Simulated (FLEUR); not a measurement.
## How the basis cutoff moves the magnetism of MnRh

Two starts of MnRh are run at each rung of the basis cutoff. Which rung is enough?

Calculated with FLEUR MaX-R8.1; PBEsol; all-electron FLAPW, Dirac cores, scalar-relativistic bands.

### 1. The structure

Symmetry: Pm-3m, No. 221, cubic system. The conventional cell has a = 3.044 Å, b = 3.044 Å, c = 3.044 Å, α = 90.00°, β = 90.00°, γ = 90.00°. Nearest to Mn lie 8 Rh at 2.64 Å. Nearest to Rh lie 8 Mn at 2.64 Å. Farther neighbours are not listed.

As a file:

```xyz
2
Lattice="3.0440 0.0000 0.0000 0.0000 3.0440 0.0000 0.0000 0.0000 3.0440" Properties=species:S:1:pos:R:3 pbc="T T T"
Mn    0.0000    0.0000    0.0000
Rh    1.5220    1.5220    1.5220
```

### 2. Rung 1 (Kmax 2.16 1/bohr), start ferro +

The ladder starts at a small basis and climbs, to see from where on the results stand still.

inpgen writes inp.xml from crystal.txt; cutoffs, mixing, functional, smearing and local orbitals are then set in the file. The k list default-1 (kpts.xml, not shown) is a Γ-centred 10×10×10 mesh; where the ranks do not divide the number of points, some are split in two of half the weight.

Input file inp.xml:

```
<?xml version="1.0" encoding="UTF-8" standalone="no"?>
<fleurInput fleurInputVersion="0.39">
   <comment>
      MnRh
   </comment>
   <calculationSetup>
      <cutoffs Kmax="2.16" Gmax="6.5" GmaxXC="6.5" numbands="0"/>
      <scfLoop itmax="90" minDistance="0.00002" maxIterBroyd="15" imix="Anderson" alpha="0.05" precondParam="0.0" spinf="2.0" sdNocoIR="T"/>
      <coreElectrons ctail="T" frcor="F" kcrel="0" coretail_lmax="0"/>
      <xcFunctional name="PBEs" relativisticCorrections="F"/>
      <magnetism jspins="2"/>
      <soc l_soc="F" theta="0.0" phi="0.0" spav="F"/>
      <expertModes spex="0" secvar="F"/>
      <geometryOptimization l_f="F" forcealpha="1.0" forcemix="BFGS" epsdisp="0.00001" epsforce="0.00001"/>
      <ldaU l_linMix="F" mixParam="0.05" spinf="1.0"/>
   </calculationSetup>
   <cell>
      <bzIntegration valenceElectrons="30.0" mode="hist" fermiSmearingEnergy="0.00110248">
         <kPointListSelection listName="default-1"/>
         <xi:include xmlns:xi="http://www.w3.org/2001/XInclude" href="kpts.xml"> </xi:include>
      </bzIntegration>
      <xi:include xmlns:xi="http://www.w3.org/2001/XInclude" href="sym.xml"> </xi:include>
      <bulkLattice scale="1.0">
         <bravaisMatrix>
            <row-1>    5.7523263232824000     0.0000000000000000     0.0000000000000000</row-1>
            <row-2>    0.0000000000000000     5.7523263232824000     0.0000000000000000</row-2>
            <row-3>    0.0000000000000000     0.0000000000000000     5.7523263232824000</row-3>
         </bravaisMatrix>
      </bulkLattice>
   </cell>
   <atomSpecies>
      <species name="Manganese 3.500" element="Mn" atomicNumber="25">
         <mtSphere radius="2.43" gridPoints="803" logIncrement="0.015"/>
         <atomicCutoffs lmax="10" lnonsphr="8"/>
         <electronConfig flipSpins="F">
            <coreConfig>(1s1/2) (2s1/2) (2p1/2) (2p3/2)</coreConfig>
            <valenceConfig>(3s1/2) (3p1/2) (3p3/2) (4s1/2) (3d3/2) (3d5/2)</valenceConfig>
            <stateOccupation state="(3d3/2)" spinUp="1.25" spinDown="0.75"/>
            <stateOccupation state="(3d5/2)" spinUp="3.0" spinDown="0.0"/>
         </electronConfig>
         <energyParameters s="4" p="4" d="3" f="4"/>
         <lo type="SCLO" l="0" n="3" eDeriv="0"/>
         <lo type="SCLO" l="1" n="3" eDeriv="0"/>
      </species>
      <species name="Rhodium (Rh)" element="Rh" atomicNumber="45">
         <mtSphere radius="2.43" gridPoints="803" logIncrement="0.016"/>
         <atomicCutoffs lmax="10" lnonsphr="8"/>
         <electronConfig flipSpins="F">
            <coreConfig>(1s1/2) (2s1/2) (2p1/2) (2p3/2) (3s1/2) (3p1/2) (3p3/2) (4s1/2) (3d3/2) (3d5/2)</coreConfig>
            <valenceConfig>(4p1/2) (4p3/2) (5s1/2) (4d3/2) (4d5/2)</valenceConfig>
            <stateOccupation state="(5s1/2)" spinUp="0.500000" spinDown="0.500000"/>
            <stateOccupation state="(4d3/2)" spinUp="1.600000" spinDown="1.600000"/>
            <stateOccupation state="(4d5/2)" spinUp="2.400000" spinDown="2.400000"/>
         </electronConfig>
         <energyParameters s="5" p="5" d="4" f="4"/>
         <lo type="SCLO" l="1" n="4" eDeriv="0"/>
      </species>
   </atomSpecies>
   <atomGroups>
      <atomGroup species="Manganese 3.500">
         <relPos label="                   1">.0000000000 .0000000000 .0000000000</relPos>
         <force calculate="T" relaxXYZ="TTT"/>
      </atomGroup>
      <atomGroup species="Rhodium (Rh)">
         <relPos label="                   2">1.000/2.000 1.000/2.000 1.000/2.000</relPos>
         <force calculate="T" relaxXYZ="TTT"/>
      </atomGroup>
   </atomGroups>
   <output dos="F" band="F" slice="F">
      <bandDOS minEnergy="-.5*Htr" maxEnergy="0.5*Htr" sigma="0.015" storeEVData="T"/>
      <plotting iplot="0" polar="F">
         <plot TwoD="T" vec1="  1.0  0.0  0.0" vec2="  0.0  1.0  0.0" vec3="  0.0  0.0  1.0" zero="  0.0  0.0  0.0" file="plot"/>
      </plotting>
      <moessbauerParams electricFieldGradient="F" isomerShift="F" coreHyperfine="F" valenceHyperfine="F"/>
   </output>
</fleurInput>
```

Input file crystal.txt:

```
MnRh
&input film=F cartesian=F /
3.04400000000  0.00000000000  0.00000000000
0.00000000000  3.04400000000  0.00000000000
0.00000000000  0.00000000000  3.04400000000
1.8897261246
1.0 1.0 1.0

2
25 0.00000000000  0.00000000000  0.00000000000 : 3.500
45 0.50000000000  0.50000000000  0.50000000000

&kpt div1=10 div2=10 div3=10 gamma=T /
```

Run with:

```
OMP_NUM_THREADS=1 inpgen -f crystal.txt > inpgen.log  # inp.xml is then edited as shown
OMP_NUM_THREADS=1 mpirun -n 4 fleur_MPI > fleur.log
```

Log:

```text
Welcome to FLEUR        (www.flapw.de)
      MaX-Release 8.1          (www.max-centre.eu)

 ========== k-point set info ==========
 Selected k-point list: default-1
 k-point list type: mesh
 10 x 10 x 10
 Number of k points: 56

 ------------Calculation Setup---------------------------
 Number of MPI-tasks      :            4
 Number of PE/node        :            4
 Number of OMP-threads    :            1
 k-points in parallel     :            4
 pe's per k-point         :            1
 No of k-point loops      :           14
 Eigenvalue solver        :       lapack
 Number of basis functions:           50
 Approximate size of matrices (H+S) per k-point:         0.000 GB
 --------------------------------------------------------
 Iteration:     1   Distance:      55.38137720 me/bohr^3
 Iteration:     2   Distance:      44.19995839 me/bohr^3
 Iteration:     3   Distance:      28.87122483 me/bohr^3
 Iteration:     4   Distance:      13.23803090 me/bohr^3
 Iteration:     5   Distance:      10.48646058 me/bohr^3
 Iteration:     6   Distance:       8.99958312 me/bohr^3
 Iteration:     7   Distance:       2.12071970 me/bohr^3
 Iteration:     8   Distance:       1.72799116 me/bohr^3
 Iteration:     9   Distance:       0.80084677 me/bohr^3
 Iteration:    10   Distance:       0.30554265 me/bohr^3
 Iteration:    11   Distance:       0.17617494 me/bohr^3
 Iteration:    12   Distance:       0.09428134 me/bohr^3
 Iteration:    13   Distance:       0.09293113 me/bohr^3
 Iteration:    14   Distance:       0.06599283 me/bohr^3
 Iteration:    15   Distance:       0.03775840 me/bohr^3
 Iteration:    16   Distance:       0.03517193 me/bohr^3
 Iteration:    17   Distance:       0.02724607 me/bohr^3
 Iteration:    18   Distance:       0.01570358 me/bohr^3
 Iteration:    19   Distance:       0.00305619 me/bohr^3
 Iteration:    20   Distance:       0.00352704 me/bohr^3
 Iteration:    21   Distance:       0.00069956 me/bohr^3
 Iteration:    22   Distance:       0.00015988 me/bohr^3
 Iteration:    23   Distance:       0.00012079 me/bohr^3
 Iteration:    24   Distance:       0.00001658 me/bohr^3

 ********************************************************************
 Run finished successfully
 Stop message:
   all done
 ********************************************************************

--- out.xml (last complete iteration) ---
<iteration numberForCurrentRun="   24" overallNumber="   24">
         [... left out ...]
         <bandgap value="0.0032757840" units="eV"/>
         <sumValenceSingleParticleEnergies value="-20.8040795391" units="Htr"/>
         <FermiEnergy value="0.2834822523" units="Htr"/>
         <valenceDensity>
            <mtCharges spin="1">
               <mtCharge atomType="1" total="8.4239116" s="1.2116956" p="3.1660840" d="3.9711413" f="0.0439250"/>
               <mtCharge atomType="2" total="6.6708751" s="0.1698594" p="3.1028875" d="3.3336639" f="0.0383784"/>
            </mtCharges>
            <mtCharges spin="2">
               <mtCharge atomType="1" total="5.2181362" s="1.1765012" p="3.1323361" d="0.8459137" f="0.0390457"/>
               <mtCharge atomType="2" total="6.4286108" s="0.1875865" p="3.0923017" d="3.1317775" f="0.0088982"/>
            </mtCharges>
            <spinDependentCharge spin="1" total="16.8799993" interstitial="1.7852126" mtSpheres="15.0947867"/>
            <spinDependentCharge spin="2" total="13.1200007" interstitial="1.4732537" mtSpheres="11.6467470"/>
            <totalCharge value="30.0000000000"/>
         </valenceDensity>
         [... left out ...]
         <magneticMomentsInMTSpheres units="muBohr">
            <globalMagMoment atomType="1" vec="0.00000   0.00000   3.20578"/>
            <localMagMoment atomType="1" vec="0.00000   0.00000   3.20578"/>
            <globalMagMoment atomType="2" vec="0.00000   0.00000   0.24227"/>
            <localMagMoment atomType="2" vec="0.00000   0.00000   0.24227"/>
         </magneticMomentsInMTSpheres>
         [... left out ...]
         <totalEnergy value="    -5939.6381256430" units="Htr">
            <sumOfEigenvalues value="    -3537.8757025027">
               <coreElectrons value="-3517.0716229635"/>
               <valenceElectrons value="-20.8040795391"/>
            </sumOfEigenvalues>
            <densityCoulombPotentialIntegral value="-9448.5292984203"/>
            <densityEffectivePotentialIntegral value="-9694.4214794114"/>
            <chargeDenXCDenIntegral value="-187.3045393196"/>
            <FockExchangeEnergyValence value="0.0000000000"/>
            <FockExchangeEnergyCore value="0.0000000000"/>
         [... left out ...]
            <tkbTimesEntropy value="0.0003151759"/>
            <freeEnergy value="-5939.6384408190"/>
            <extrapolationTo0K value="-5939.6382832310"/>
         </totalEnergy>
         <densityConvergence units="me/bohr^3">
            <chargeDensity spin="1" distance="0.0000065880"/>
            <chargeDensity spin="2" distance="0.0000138751"/>
            <overallChargeDensity distance="0.0000140280"/>
            <spinDensity distance="0.0000165849"/>
         </densityConvergence>
      </iteration>
```

Elapsed: 8.6 s, on 4 MPI ranks of Intel Xeon 6975P-C (Granite Rapids), shared host; peak memory 0.25 GiB.

Numbers from this step:

```
free energy                                                       : -161625.7958 eV
program's band gap on this mesh (in a metal only a level spacing) : 0.003276 eV
magnetization                                                     : 3.76 μB
final state                                                       : ferromagnetic
largest moment                                                    : 3.206 μB
```

After 24 cycles the largest moment stands at 3.21 μB.

### 3. Rung 1 (Kmax 2.16 1/bohr), start antiferro q=(1/2,1/2,1/2) +-

The second start gives the energy difference between the two end states, the quantity that is followed up the ladder. Its q is in fractions of the primitive cell's reciprocal vectors.

The k list default-1 (kpts.xml, not shown) is a Γ-centred 5×10×10 mesh.

inp.xml, as its differences from that of step 2:

```diff
@@ -17,3 +17,3 @@
    <cell>
-      <bzIntegration valenceElectrons="30.0" mode="hist" fermiSmearingEnergy="0.00110248">
+      <bzIntegration valenceElectrons="60.0" mode="hist" fermiSmearingEnergy="0.00110248">
          <kPointListSelection listName="default-1"/>
@@ -24,5 +24,5 @@
          <bravaisMatrix>
-            <row-1>    5.7523263232824000     0.0000000000000000     0.0000000000000000</row-1>
-            <row-2>    0.0000000000000000     5.7523263232824000     0.0000000000000000</row-2>
-            <row-3>    0.0000000000000000     0.0000000000000000     5.7523263232824000</row-3>
+            <row-1>   11.5046526465648000     0.0000000000000000     0.0000000000000000</row-1>
+            <row-2>    5.7523263232824000     5.7523263232824000     0.0000000000000000</row-2>
+            <row-3>    5.7523263232824000     0.0000000000000000     5.7523263232824000</row-3>
          </bravaisMatrix>
@@ -39,2 +39,15 @@
             <stateOccupation state="(3d5/2)" spinUp="3.0" spinDown="0.0"/>
+         </electronConfig>
+         <energyParameters s="4" p="4" d="3" f="4"/>
+         <lo type="SCLO" l="0" n="3" eDeriv="0"/>
+         <lo type="SCLO" l="1" n="3" eDeriv="0"/>
+      </species>
+      <species name="Manganese -3.500" element="Mn" atomicNumber="25">
+         <mtSphere radius="2.43" gridPoints="803" logIncrement="0.015"/>
+         <atomicCutoffs lmax="10" lnonsphr="8"/>
+         <electronConfig flipSpins="F">
+            <coreConfig>(1s1/2) (2s1/2) (2p1/2) (2p3/2)</coreConfig>
+            <valenceConfig>(3s1/2) (3p1/2) (3p3/2) (4s1/2) (3d3/2) (3d5/2)</valenceConfig>
+            <stateOccupation state="(3d3/2)" spinUp="0.75" spinDown="1.25"/>
+            <stateOccupation state="(3d5/2)" spinUp="0.0" spinDown="3.0"/>
          </electronConfig>
@@ -63,4 +76,9 @@
       </atomGroup>
+      <atomGroup species="Manganese -3.500">
+         <relPos label="                   2">1.000/2.000 .0000000000 .0000000000</relPos>
+         <force calculate="T" relaxXYZ="TTT"/>
+      </atomGroup>
       <atomGroup species="Rhodium (Rh)">
-         <relPos label="                   2">1.000/2.000 1.000/2.000 1.000/2.000</relPos>
+         <relPos label="                   3">-1.000/4.000 1.000/2.000 1.000/2.000</relPos>
+         <relPos label="                   4">1.000/4.000 1.000/2.000 1.000/2.000</relPos>
          <force calculate="T" relaxXYZ="TTT"/>
```

Input file crystal.txt:

```
MnRh
&input film=F cartesian=F /
6.08800000000  0.00000000000  0.00000000000
3.04400000000  3.04400000000  0.00000000000
3.04400000000  0.00000000000  3.04400000000
1.8897261246
1.0 1.0 1.0

4
25 0.00000000000  0.00000000000  0.00000000000 : 3.500
25 0.50000000000  0.00000000000  0.00000000000 : -3.500
45 0.75000000000  0.50000000000  0.50000000000
45 0.25000000000  0.50000000000  0.50000000000

&kpt div1=5 div2=10 div3=10 gamma=T /
```

Log:

```text
[banner, memory and clock lines left out]
Welcome to FLEUR        (www.flapw.de)
      MaX-Release 8.1          (www.max-centre.eu)

 ========== k-point set info ==========
 Selected k-point list: default-1
 k-point list type: mesh
 0 x 0 x 0
 Number of k points: 64

 [... set-up left out ...]
 Iteration:     1   Distance:      55.68998703 me/bohr^3
 Iteration:     2   Distance:      44.64272812 me/bohr^3
 Iteration:     3   Distance:      27.91126913 me/bohr^3
 Iteration:     4   Distance:      11.75065519 me/bohr^3
 Iteration:     5   Distance:      10.32901683 me/bohr^3
 Iteration:     6   Distance:       4.67766937 me/bohr^3
 Iteration:     7   Distance:       1.82220440 me/bohr^3
 Iteration:     8   Distance:       1.47742830 me/bohr^3
[... lines left out ...]
 Iteration:    19   Distance:       0.00088088 me/bohr^3
 Iteration:    20   Distance:       0.00037928 me/bohr^3
 Iteration:    21   Distance:       0.00026637 me/bohr^3
 Iteration:    22   Distance:       0.00003910 me/bohr^3
 Iteration:    23   Distance:       0.00002292 me/bohr^3
 Iteration:    24   Distance:       0.00000863 me/bohr^3

 ********************************************************************
 Run finished successfully
 Stop message:
   all done
 ********************************************************************

--- out.xml (last complete iteration) ---
<iteration numberForCurrentRun="   24" overallNumber="   24">
         [... left out ...]
         <bandgap value="0.0000000035" units="eV"/>
         <sumValenceSingleParticleEnergies value="-41.4355032459" units="Htr"/>
         <FermiEnergy value="0.2802983517" units="Htr"/>
         [... left out ...]
         <magneticMomentsInMTSpheres units="muBohr">
            <globalMagMoment atomType="1" vec="0.00000   0.00000   3.10664"/>
            <globalMagMoment atomType="2" vec="0.00000   0.00000  -3.10664"/>
            <globalMagMoment atomType="3" vec="0.00000   0.00000   0.00000"/>
         </magneticMomentsInMTSpheres>
         [... left out ...]
         <totalEnergy value="   -11879.2713141391" units="Htr">
            <sumOfEigenvalues value="    -7075.3305204826">
               <coreElectrons value="-7033.8950172367"/>
               <valenceElectrons value="-41.4355032459"/>
            </sumOfEigenvalues>
         [... left out ...]
            <freeEnergy value="-11879.2716242778"/>
            <extrapolationTo0K value="-11879.2714692085"/>
         </totalEnergy>
         <densityConvergence units="me/bohr^3">
            <chargeDensity spin="1" distance="0.0000047897"/>
            <chargeDensity spin="2" distance="0.0000046716"/>
            <overallChargeDensity distance="0.0000038777"/>
            <spinDensity distance="0.0000086310"/>
         </densityConvergence>
      </iteration>
```

It took 29 s on 4 MPI ranks; peak memory 0.34 GiB.

Spin moment in the muffin-tin sphere by atom:

```
atom  spin moment in the muffin-tin sphere (μB)
 Mn1                                       3.11
 Mn2                                      -3.11
 Rh3                                       0.00
 Rh4                                       0.00
```

Read from the output:

* free energy: -323251.4485 eV
* program's band gap on this mesh (in a metal only a level spacing): 3.50e-9 eV
* magnetization: 0 μB
* final state: antiferromagnetic

This start lies +71.5 meV a seeded atom from the first; its largest moment is 3.11 μB.

(Part 1 of 4 ends here.)

[Logs and program files are shortened in this print: banners, set-up blocks, solver, clock and traceback lines can be left out without a mark of their own.]

[Logs are printed without paths, hosts, clocks, repeated set-up lines and the standing remarks that a program may print on its own settings, such as how far it seeks lower states.]

[Hosts, paths, dates, database ids (printed as entryN), source tags and the programs' standing remarks are cut or masked in the printed files.]

[Where a cell is said to come from a database of computed structures, the database is the Materials Project.]
